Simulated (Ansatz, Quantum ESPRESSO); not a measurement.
# Band edges of Y2COS MXene, 1 layer under strain, part 2 of 2

Aim: band edges, gap and stiffness of Y2COS MXene, 1 layer under biaxial strain.

Quantum ESPRESSO 7.5; plane-wave DFT, PBE, GBRV ultrasoft pseudopotentials; geometry by Ansatz 0.2.0 with PAW datasets.

So far: Set-up; Relaxation with Ansatz.

### 3. The script

Under ESM bc1 levels count from the vacuum, or from the mean of the two vacuum levels where the sheet has a dipole, so band edges at unlike strains can be compared.

Level of this step: plane-wave DFT, PBE, GBRV ultrasoft pseudopotentials (Quantum ESPRESSO 7.5).

Contents of run.py:

```python
import json
import numpy as np
from ase import Atoms
from ase.calculators.espresso import Espresso, EspressoProfile

profile = EspressoProfile(command='mpirun -n 2 pw.x -nk 2', pseudo_dir='../pseudo')
pseudopotentials = {'C': 'c_pbe_v1.2.uspp.F.UPF', 'O': 'o_pbe_v1.2.uspp.F.UPF', 'S': 's_pbe_v1.4.uspp.F.UPF', 'Y': 'y_pbe_v1.4.uspp.F.UPF'}
system = {'ecutwfc': 40, 'ecutrho': 200, 'occupations': 'smearing', 'smearing': 'fd', 'degauss': 0.002}


def calculator(name, kpts, **extra):
    data = dict(control=dict(tprnfor=True, verbosity='high', disk_io='none'),
                system=system | extra,
                electrons=dict(conv_thr=1e-09, mixing_beta=0.4, mixing_mode='plain',
                               electron_maxstep=100))
    return Espresso(profile=profile, directory=name, pseudopotentials=pseudopotentials, kpts=kpts, input_data=data)


def centre(atoms):
    z = atoms.positions[:, 2]
    atoms.positions[:, 2] -= (z.max() + z.min()) / 2  # ESM wants the slab about z = 0
    return atoms

sheet = Atoms(
    ['S', 'Y', 'C', 'Y', 'O'],
    scaled_positions=[
        [0.3333333333, 0.6666666667, 0.3667434740],
        [0.6666666667, 0.3333333333, 0.4442912488],
        [0.0000000000, 0.0000000000, 0.5101107773],
        [0.3333333333, 0.6666666667, 0.5959821611],
        [0.6666666667, 0.3333333333, 0.6284229442]],
    cell=[
        [3.634831761402, 0.000000000000, 0.000000000000],
        [-1.817415880701, 3.147856643856, 0.000000000000],
        [0.000000000000, 0.000000000000, 20.897220309500]],
    pbc=True)

rows = []
for strain in [-0.03, -0.015, 0.0, 0.015, 0.03]:
    atoms = sheet.copy()
    atoms.set_cell(sheet.cell.array * [[1 + strain], [1 + strain], [1]], scale_atoms=True)
    atoms = centre(atoms)
    atoms.calc = calculator(f's{strain:+.3f}', (12, 12, 1), assume_isolated='esm', esm_bc='bc1', nbnd=23)
    energy = atoms.get_potential_energy()
    levels = np.array([atoms.calc.get_eigenvalues(kpt=i) for i in range(len(atoms.calc.get_ibz_k_points()))])
    top, bottom = levels[:, 18].max(), levels[:, 19].min()
    direct = (levels[:, 19] - levels[:, 18]).min()
    rows.append([strain, energy, top, bottom, direct])
    print(f'strain {strain:+.3f}: E = {energy:.5f} eV, valence top {top:.3f}, conduction bottom {bottom:.3f}, '
          f'gap {bottom - top:.3f}, least direct gap {direct:.3f} eV')

x, energy, top, bottom, direct = np.array(rows).T
area = np.linalg.norm(np.cross(*sheet.cell[:2]))
stiffness = np.polyfit(x, energy, 2)[0] / area * 16.0218  # C11 + C12, heights clamped
print(f'valence and conduction edges move by {np.polyfit(x, top, 1)[0]:.2f} and {np.polyfit(x, bottom, 1)[0]:.2f} eV per unit biaxial strain')
print(f'C11 + C12 with clamped heights: {stiffness:.1f} N/m')
json.dump(dict(rows=rows, stiffness=stiffness), open('result.json', 'w'))
```

On the command line:

```
> OMP_NUM_THREADS=1 python run.py
```

Log:

```text
strain -0.030: E = -3453.31843 eV, valence top -4.917, conduction bottom -6.313, gap -1.396, least direct gap 0.000 eV
strain -0.015: E = -3453.43200 eV, valence top -4.994, conduction bottom -6.301, gap -1.306, least direct gap 0.000 eV
strain +0.000: E = -3453.46737 eV, valence top -5.058, conduction bottom -6.281, gap -1.223, least direct gap 0.000 eV
strain +0.015: E = -3453.43328 eV, valence top -5.111, conduction bottom -6.257, gap -1.146, least direct gap 0.000 eV
strain +0.030: E = -3453.33741 eV, valence top -5.156, conduction bottom -6.231, gap -1.075, least direct gap 0.000 eV
valence and conduction edges move by -3.96 and 1.38 eV per unit biaxial strain
C11 + C12 with clamped heights: 217.1 N/m
```

Run time: 11 min. Hardware: 2 MPI ranks of Arm Neoverse V2, shared host; peak memory 0.54 GiB.

The input that ASE wrote for the first run, and its log:

```
&CONTROL
   verbosity        = 'high'
   tprnfor          = .true.
   disk_io          = 'none'
   pseudo_dir       = '../pseudo'
/
&SYSTEM
   nbnd             = 23
   ecutwfc          = 40
   ecutrho          = 200
   occupations      = 'smearing'
   degauss          = 0.002
   smearing         = 'fd'
   assume_isolated  = 'esm'
   esm_bc           = 'bc1'
   ntyp             = 4
   nat              = 5
   ibrav            = 0
/
&ELECTRONS
   electron_maxstep = 100
   conv_thr         = 1e-09
   mixing_mode      = 'plain'
   mixing_beta      = 0.4
/
&IONS
/
&CELL
/
&FCP
/
&RISM
/
ATOMIC_SPECIES
S 32.06 s_pbe_v1.4.uspp.F.UPF
Y 88.90584 y_pbe_v1.4.uspp.F.UPF
C 12.011 c_pbe_v1.2.uspp.F.UPF
O 15.999 o_pbe_v1.2.uspp.F.UPF

K_POINTS automatic
12 12 1  0 0 0

CELL_PARAMETERS angstrom
3.52578680855994 0.00000000000000 0.00000000000000
-1.76289340427997 3.05342094454032 0.00000000000000
0.00000000000000 0.00000000000000 20.89722030950000

ATOMIC_POSITIONS angstrom
S -0.0000000002 2.0356139631 -2.7341867696  
Y 1.7628934045 1.0178069814 -1.1136538351  
C 0.0000000000 0.0000000000 0.2617913526  
Y -0.0000000002 2.0356139631 2.0562645782  
O 1.7628934045 1.0178069814 2.7341867696
```

```text
Program PWSCF v.7.5 starts
[citation notice left out]

     Parallel version (MPI & OpenMP), running on       2 processor cores
     Number of MPI processes:                 2
     Threads/MPI process:                     1

     MPI processes distributed on     1 nodes
[... 1 line left out ...]

Warning: card &CELL ignored
Warning: card &FCP ignored
Warning: card &RISM ignored

     Current dimensions of program PWSCF are:
     Max number of different atomic species (ntypx) = 10
     Max number of k-points (npk) =  40000
     Max angular momentum in pseudopotentials (lmaxx) =  4
     Message from routine setup:
     using ibrav=0 with symmetry is DISCOURAGED, use correct ibrav instead

     K-points division:     npool     =       2
     Subspace diagonalization in iterative solution of the eigenvalue problem:
     a serial algorithm will be used

     G-vector sticks info
     --------------------
     sticks:   dense  smooth     PW     G-vecs:    dense   smooth      PW
     Sum         595     499    151                72195    52029    8709

     Using Slab Decomposition

     bravais-lattice index     =            0
     lattice parameter (alat)  =       6.6628  a.u.
     unit-cell volume          =    1518.1960 (a.u.)^3
     number of atoms/cell      =            5
     number of atomic types    =            4
     number of electrons       =        38.00
     number of Kohn-Sham states=           23
     kinetic-energy cutoff     =      40.0000  Ry
     charge density cutoff     =     200.0000  Ry
     scf convergence threshold =      1.0E-09
     mixing beta               =       0.4000
     number of iterations used =            8  plain     mixing
     Exchange-correlation= SLA  PW   PBE  PBE
                           (   1   4   3   4   0   0   0)

     Effective Screening Medium Method
     =================================
     Boundary Conditions: Vacuum-Slab-Vacuum
     total charge in unit cell        =   0.0000
     grid points for fit at edges     =        4

[... 10 lines left out ...]
     PseudoPot. # 1 for S  read from file:
     ../pseudo/s_pbe_v1.4.uspp.F.UPF
     Pseudo is Ultrasoft + core correction, Zval =  6.0
     Generated by new atomic code, or converted to UPF format
     Using radial grid of  907 points,  6 beta functions with:
                l(1) =   0
                l(2) =   0
                l(3) =   1
                l(4) =   1
                l(5) =   2
                l(6) =   2
     Q(r) pseudized with  8 coefficients,  rinner =    1.300   1.300   1.300
                                                       1.300   1.300

     PseudoPot. # 2 for Y  read from file:
     ../pseudo/y_pbe_v1.4.uspp.F.UPF
     Pseudo is Ultrasoft + core correction, Zval = 11.0
     Generated by new atomic code, or converted to UPF format
     Using radial grid of  885 points,  6 beta functions with:
                l(1) =   0
[... 915 lines left out ...]

     negative rho (up, down):  3.548E-04 0.000E+00

     Forces acting on atoms (cartesian axes, Ry/au):

     atom    1 type  1   force =     0.00000000    0.00000000   -0.02586154
     atom    2 type  2   force =     0.00000000    0.00000000    0.01236006
     atom    3 type  3   force =     0.00000000    0.00000000    0.00389314
     atom    4 type  2   force =     0.00000000   -0.00000000   -0.01335662
     atom    5 type  4   force =     0.00000000    0.00000000    0.02295335
     The non-local contrib.  to forces
     atom    1 type  1   force =     0.00000000   -0.00000000    0.04796494
     atom    2 type  2   force =     0.00000000    0.00000000    0.00825884
     atom    3 type  3   force =     0.00000000    0.00000000    0.03877411
     atom    4 type  2   force =     0.00000000    0.00000000   -0.02218959
     atom    5 type  4   force =     0.00000000    0.00000000   -0.32358493
     The ionic contribution  to forces
     atom    1 type  1   force =     0.00000000   -0.00000000  -60.71678681
     atom    2 type  2   force =    -0.00000000    0.00000000  -53.72383493
     atom    3 type  3   force =     0.00000000   -0.00000000   -1.03221778
     atom    4 type  2   force =     0.00000000   -0.00000000   62.52413972
     atom    5 type  4   force =    -0.00000000    0.00000000   52.94869980
     The local contribution  to forces
     atom    1 type  1   force =     0.00000000   -0.00000000   60.64484037
     atom    2 type  2   force =    -0.00000001    0.00000001   53.72819090
     atom    3 type  3   force =     0.00000000   -0.00000000    0.99809675
     atom    4 type  2   force =     0.00000001   -0.00000000  -62.51672651
     atom    5 type  4   force =    -0.00000002    0.00000001  -52.60289360
     The core correction contribution to forces
     atom    1 type  1   force =    -0.00000000    0.00000000   -0.00183702
     atom    2 type  2   force =     0.00000000   -0.00000000   -0.00022853
     atom    3 type  3   force =     0.00000000   -0.00000000   -0.00075433
     atom    4 type  2   force =    -0.00000000    0.00000000    0.00141913
     atom    5 type  4   force =    -0.00000000    0.00000000    0.00072718
     The Hubbard contrib.    to forces
     atom    1 type  1   force =     0.00000000    0.00000000    0.00000000
     atom    2 type  2   force =     0.00000000    0.00000000    0.00000000
     atom    3 type  3   force =     0.00000000    0.00000000    0.00000000
     atom    4 type  2   force =     0.00000000    0.00000000    0.00000000
     atom    5 type  4   force =     0.00000000    0.00000000    0.00000000
     The SCF correction term to forces
     atom    1 type  1   force =     0.00000000   -0.00000000   -0.00004302
     atom    2 type  2   force =     0.00000000    0.00000000   -0.00002622
     atom    3 type  3   force =     0.00000000   -0.00000000   -0.00000563
     atom    4 type  2   force =    -0.00000000   -0.00000000    0.00000062
     atom    5 type  4   force =     0.00000000    0.00000000    0.00000491

     Total force =     0.039268     Total SCF correction =     0.000051
     Message from routine punch:
     Nothing written, as per user request (disk_io='none')

[... 1 line left out ...]

[... 1 line left out ...]

[... 1 line left out ...]

[... 3 lines left out ...]

[... 1 line left out ...]

[... 2 lines left out ...]

[... 1 line left out ...]

[... 1 line left out ...]

=------------------------------------------------------------------------------=
   JOB DONE.
=------------------------------------------------------------------------------=
```

Numbers from this step:

- biaxial stiffness: 217.1 N/m

Band edge from the vacuum level against biaxial strain:

```
biaxial strain (%)  valence top (eV)  conduction bottom (eV)
             -3.00             -4.92                   -6.31
             -1.50             -4.99                   -6.30
              0.00             -5.06                   -6.28
              1.50             -5.11                   -6.26
              3.00             -5.16                   -6.23
```

Table of gap by biaxial strain:

```
biaxial strain (%)  on the mesh (eV)  least direct (eV)
             -3.00             -1.40                  0
             -1.50             -1.31                  0
              0.00             -1.22                  0
              1.50             -1.15                  0
              3.00             -1.07                  0
```

The energy over the lowest by biaxial strain:

```
biaxial strain (%)  energy over the lowest (meV)
             -3.00                           149
             -1.50                          35.4
              0.00                             0
              1.50                          34.1
              3.00                           130
```

### 4. Running the series: LDA, GBRV ultrasoft

Level of this step: plane-wave DFT, LDA, GBRV ultrasoft pseudopotentials (Quantum ESPRESSO 7.5).

run.py, as its differences from the input of step 3:

```diff
@@ -6,3 +6,3 @@
 profile = EspressoProfile(command='mpirun -n 2 pw.x -nk 2', pseudo_dir='../pseudo')
-pseudopotentials = {'C': 'c_pbe_v1.2.uspp.F.UPF', 'O': 'o_pbe_v1.2.uspp.F.UPF', 'S': 's_pbe_v1.4.uspp.F.UPF', 'Y': 'y_pbe_v1.4.uspp.F.UPF'}
+pseudopotentials = {'C': 'c_lda_v1.2.uspp.F.UPF', 'O': 'o_lda_v1.2.uspp.F.UPF', 'S': 's_lda_v1.4.uspp.F.UPF', 'Y': 'y_lda_v1.4.uspp.F.UPF'}
 system = {'ecutwfc': 40, 'ecutrho': 200, 'occupations': 'smearing', 'smearing': 'fd', 'degauss': 0.002}
```

On the command line:

```
> OMP_NUM_THREADS=1 python run.py
```

Log:

```text
strain -0.030: E = -3453.79056 eV, valence top -5.176, conduction bottom -6.586, gap -1.410, least direct gap 0.000 eV
strain -0.015: E = -3453.78627 eV, valence top -5.251, conduction bottom -6.572, gap -1.320, least direct gap 0.000 eV
strain +0.000: E = -3453.70773 eV, valence top -5.315, conduction bottom -6.552, gap -1.237, least direct gap 0.000 eV
strain +0.015: E = -3453.56368 eV, valence top -5.367, conduction bottom -6.527, gap -1.160, least direct gap 0.000 eV
strain +0.030: E = -3453.36164 eV, valence top -5.411, conduction bottom -6.500, gap -1.089, least direct gap 0.000 eV
valence and conduction edges move by -3.90 and 1.44 eV per unit biaxial strain
C11 + C12 with clamped heights: 204.9 N/m
```

Run time: 10 min. Hardware: 2 MPI ranks; peak memory 0.53 GiB.

Numbers from this step:

| Property | Result |
| --- | --- |
| biaxial stiffness | 204.9 N/m |

Table of band edge from the vacuum level by biaxial strain:

```
biaxial strain (%)  valence top (eV)  conduction bottom (eV)
             -3.00             -5.18                   -6.59
             -1.50             -5.25                   -6.57
              0.00             -5.31                   -6.55
              1.50             -5.37                   -6.53
              3.00             -5.41                   -6.50
```

Gap against biaxial strain:

```
biaxial strain (%)  on the mesh (eV)  least direct (eV)
             -3.00             -1.41                  0
             -1.50             -1.32                  0
              0.00             -1.24                  0
              1.50             -1.16                  0
              3.00             -1.09                  0
```

The energy over the lowest by biaxial strain:

```
biaxial strain (%)  energy over the lowest (meV)
             -3.00                             0
             -1.50                          4.28
              0.00                          82.8
              1.50                           227
              3.00                           429
```

### 5. Worked from the printed numbers

Under equal strain ε in the plane, E = A (C11 + C12) ε². From the points at ±1.5 %: d²E/dε² = (35.36 + 34.09 − 2 × 0.00) meV / 0.015² = 309 eV, and 309/(2 × 11.442 Å²) × 16.02 = 216 N/m.

### 6. Summary of results

```
C11 + C12, heights clamped, PBE, GBRV ultrasoft : 217 N/m
C11 + C12, heights clamped, LDA, GBRV ultrasoft : 205 N/m
```

In words: The sheet's biaxial stiffness comes to 217 N/m (PBE, GBRV ultrasoft). The bands overlap at every strain: the sheet is a metal, and edges by band count are no gaps. Heights are clamped under strain, which makes a sheet with several atomic planes too stiff. Zero strain is the PBE cell; under LDA the energy is lowest near -2.5 %, so its stiffness is taken away from its own minimum. Semilocal gaps are too small. The sheet carries a dipole, so the two faces have unlike vacuum levels and the zero lies between them. Spin-orbit coupling is left out; depending on the atoms that carry the levels of interest, it can split and shift them by tens to hundreds of meV.

[Logs are printed without paths, hosts, clocks, repeated set-up lines and the standing remarks that a program may print on its own settings, such as how far it seeks lower states.]

[Hosts, paths, dates, database ids (printed as entryN), source tags and the programs' standing remarks are cut or masked in the printed files.]

[Maps of the electrostatic potential energy from Ansatz leave out the sawtooth potential of an applied field or a dipole correction, so their vacuum need not be flat; planar profiles and work functions include it.]
